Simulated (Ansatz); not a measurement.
Rows from a G0W0 calculation on MgH2 (P4_2/mnm) (Ansatz 0.2.0; G0W0 on PBE, plane waves, PAW; PAW set soft_1; 4×4×4 mesh, 257 empty bands, screening to 150 eV, PAW set soft_1 files), in eV. Spin-orbit coupling is left out.

```
row      Σx     Σc     Vxc     Z
  A  -15.07   2.46  -11.12  0.76
  B  -15.27   2.13  -11.71  0.77
  C  -15.35   2.54  -11.32  0.76
  D   -5.26  -3.66   -9.52  0.81
  E   -4.60  -3.64   -8.76  0.81
  F   -3.96  -3.91   -8.37  0.80
```

Which rows are filled states and which are empty ones, and how can one tell?

Filled: A, B and C. Empty: D, E and F. The sign of Σc tells: for a filled state bare exchange, which holds its interaction with itself, lies below Vxc (Σx − Vxc is -3.6 eV or lower here) and screening gives part back as a positive Σc. For an empty state Σx lies above Vxc (+4.2 eV or more) and the Coulomb hole leaves Σc negative.

[Paths, hosts, dates, memory and timing lines, banners, echoed tables and standing remarks are left out of the program output.]

[Logs are printed without paths, hosts, clocks, repeated set-up lines and the standing remarks that a program may print on its own settings, such as how far it seeks lower states.]

[Runs of the session that timed out or met a known fault of the program may be left out.]

[Cells called generated may have been cut or substituted from an entry of the Crystallography Open Database or the Materials Project.]

[Hosts, paths, dates, database ids (printed as entryN), source tags and the programs' standing remarks are cut or masked in the printed files.]
